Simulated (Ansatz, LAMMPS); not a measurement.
# Settings and their price: glassy 57SiO2-27Al2O3-16BaO (mol %) (149 atoms)

Density of this cell: 3.22 g/cm³. The cell holds 149 atoms: 25 Si, 24 Al, 7 Ba and 93 O. Its edges and angles: a = 12.514 Å, b = 12.514 Å, c = 12.514 Å, α = 90.0°, β = 90.0°, γ = 90.0°. 149 atoms (25 Si, 24 Al, 7 Ba, 93 O) placed at random at 3.22 g/cm³, melted at 4000 K for 10 ps at fixed volume with the Morse and Coulomb pair potential with partial charges (Pedone, Malavasi, Menziani, Cormack and Segre, J. Phys. Chem. B 110, 11780 (2006)). Quenched from 4000 K to 300 K at 25 K/ps and fixed volume, held 5 ps.

Geometry: as built.

Reference run: Kohn-Sham DFT, PBE, PAW (set soft_2), plane waves (Ansatz 0.2.0), cutoff 420 eV, Γ point, fermi-dirac smearing of 0.05 eV.

| Property | Result |
| --- | --- |
| r.m.s. force component | 1.307 eV/Å |
| pressure | 5.972 GPa |
| gap (highest filled to lowest empty level) | 3.219 eV |
| SCF cycles | 9 |
| time | 16 s on 8 threads of Intel Xeon Platinum 8488C (Sapphire Rapids), shared host |

**Question.** The same geometry is run again with each of these changes. How far do the results move, and how long does each run take?
- support functions low
- support functions medium
- support functions medium, radius 3.53 Å
- support functions medium, radius 3.78 Å
- scf.occupations.method = "cold" and scf.occupations.width = 0.3

Each row is set against the plane-wave reference (Kohn-Sham DFT, PBE, PAW (set soft_2), plane waves; r.m.s. force component 1.31 eV/Å). Energies are set beside the reference only for runs with its functional, potentials and electron count. Times are for 8 threads of Intel Xeon Platinum 8488C (Sapphire Rapids), shared host. The reference's time includes the DOS, ELF, the stress and grids, which some other runs skip.

```
                                                            run  Δ force, r.m.s. (meV/Å)  share of r.m.s. force (%)  Δ energy (meV/atom)  Δ pressure (GPa)  Δ gap (eV)  cycles     time  host memory (GiB)
                                                      reference                        -                          -                    -                 -           -       9     16 s                3.2
                                          support functions low                    0.923                     0.0706                -4.56                 -     -0.0023      18     88 s                5.4
                                       support functions medium                    0.719                     0.0551                -4.57                 -     -0.0016      21     98 s                5.5
                        support functions medium, radius 3.53 Å                    0.797                      0.061                -4.56                 -     -0.0022      21     92 s                5.3
                        support functions medium, radius 3.78 Å                    0.679                      0.052                -4.56                 -     -0.0012      21  1.9 min                5.8
scf.occupations.method = "cold" and scf.occupations.width = 0.3                    0.003                     2.0e-4                    0                 0           0       9     15 s                3.2
```

Among numerical settings the force difference runs from 0.003 meV/Å (scf.occupations.method = "cold" and scf.occupations.width = 0.3) to 0.92 meV/Å (support functions low). At 149 atoms the fastest of the runs at a preset level, support functions low, takes roughly 5.4 times the time of plane waves (whose run also made extra analyses, so the like-for-like ratio is larger), in 18 SCF cycles against 9. Differences between support functions and plane waves include what basis error the plane-wave run still has. 

[Logs are printed without paths, hosts, clocks, repeated set-up lines and the standing remarks that a program may print on its own settings, such as how far it seeks lower states.]

[Hosts, paths, dates, database ids (printed as entryN), source tags and the programs' standing remarks are cut or masked in the printed files.]
